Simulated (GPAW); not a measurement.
Consider zinc-blende (GaAs)1-x(AlAs)x, x = 0.25.

```cif
data_structure
_symmetry_space_group_name_H-M 'P 1'
_symmetry_Int_Tables_number 1
_cell_length_a 7.9974
_cell_length_b 7.9974
_cell_length_c 7.9974
_cell_angle_alpha 60.000
_cell_angle_beta 60.000
_cell_angle_gamma 60.000
_cell_volume 361.68
loop_
_atom_site_label
_atom_site_type_symbol
_atom_site_fract_x
_atom_site_fract_y
_atom_site_fract_z
_atom_site_occupancy
Al1 Al 0.99728 0.00017 0.99848 1
As2 As 0.12224 0.12346 0.12371 1
Al3 Al 0.00160 0.00024 0.49707 1
As4 As 0.12386 0.12315 0.62512 1
Ga5 Ga 0.00044 0.49932 0.00147 1
As6 As 0.12605 0.62649 0.12419 1
Ga7 Ga 0.00206 0.49896 0.49986 1
As8 As 0.12408 0.62673 0.62556 1
Ga9 Ga 0.49783 0.00081 0.99905 1
As10 As 0.62406 0.12299 0.12676 1
Ga11 Ga 0.49986 0.99772 0.50232 1
As12 As 0.62766 0.12418 0.62367 1
Ga13 Ga 0.50174 0.49828 0.00034 1
As14 As 0.62528 0.62516 0.12493 1
Ga15 Ga 0.49924 0.49961 0.50017 1
As16 As 0.62658 0.62260 0.62530 1
```

Absorber: atom 6, with 1 Al at 2.44 Å and 3 Ga at 2.45 Å (tetrahedral). Method: GPAW, PBE, excited-electron core hole (neutral cell), 16-atom cell with 8.0 Å between holes, 4×4×4 k points, dipole transitions, Gaussian full width 2.14 eV up to 4 eV, rising linearly to 3.5 eV at 25 eV.

Question: Predict the near-edge structure at the As K edge.

Main maxima up to 27 eV above the zero (height): 4.4 eV (1.48), 7.2 eV (1.32), 13.4 eV (0.88), 18.4 eV (0.93) and 25.6 eV (1.09). A K edge sees empty p states on the absorber. 

The As K spectrum (energy from the bottom of the conduction band, which holds the excited electron; intensity scaled to a mean of 1 over the first 20 eV):

| E (eV) | intensity |
| --- | --- |
| -2.00 | 0.00 |
| -1.25 | 0.01 |
| -0.50 | 0.08 |
| 0.25 | 0.31 |
| 1.00 | 0.70 |
| 1.75 | 1.03 |
| 2.50 | 1.13 |
| 3.25 | 1.23 |
| 4.00 | 1.43 |
| 4.75 | 1.46 |
| 5.50 | 1.31 |
| 6.25 | 1.26 |
| 7.00 | 1.31 |
| 7.75 | 1.29 |
| 8.50 | 1.19 |
| 9.25 | 1.09 |
| 10.00 | 0.96 |
| 10.75 | 0.85 |
| 11.50 | 0.81 |
| 12.25 | 0.83 |
| 13.00 | 0.87 |
| 13.75 | 0.87 |
| 14.50 | 0.82 |
| 15.25 | 0.77 |
| 16.00 | 0.76 |
| 16.75 | 0.81 |
| 17.50 | 0.89 |
| 18.25 | 0.93 |
| 19.00 | 0.91 |
| 19.75 | 0.89 |
| 20.50 | 0.90 |
| 21.25 | 0.91 |
| 22.00 | 0.90 |
| 22.75 | 0.88 |
| 23.50 | 0.89 |
| 24.25 | 0.97 |
| 25.00 | 1.05 |
| 25.75 | 1.09 |
| 26.50 | 1.02 |
| 27.25 | 0.89 |

The script folds with a Gaussian, whereas the core hole's own line is a Lorentzian, so the onset is too steep and the first peak too high.

[Banner, clock and machine lines of the logs are left out without a mark of their own.]

[Logs are printed without paths, hosts, clocks, repeated set-up lines and the standing remarks that a program may print on its own settings, such as how far it seeks lower states.]

[Hosts, paths, dates, database ids (printed as entryN), source tags and the programs' standing remarks are cut or masked in the printed files.]

[Lists of maxima count a maximum above −3 eV only where it reaches 4 % of the highest in the window and stands out from its surroundings by 2 % of it (1.5 % where it reaches 55 %); shoulders and weaker maxima are passed over, and of the rest the first, up to two pre-edge ones and the few strongest are named.]
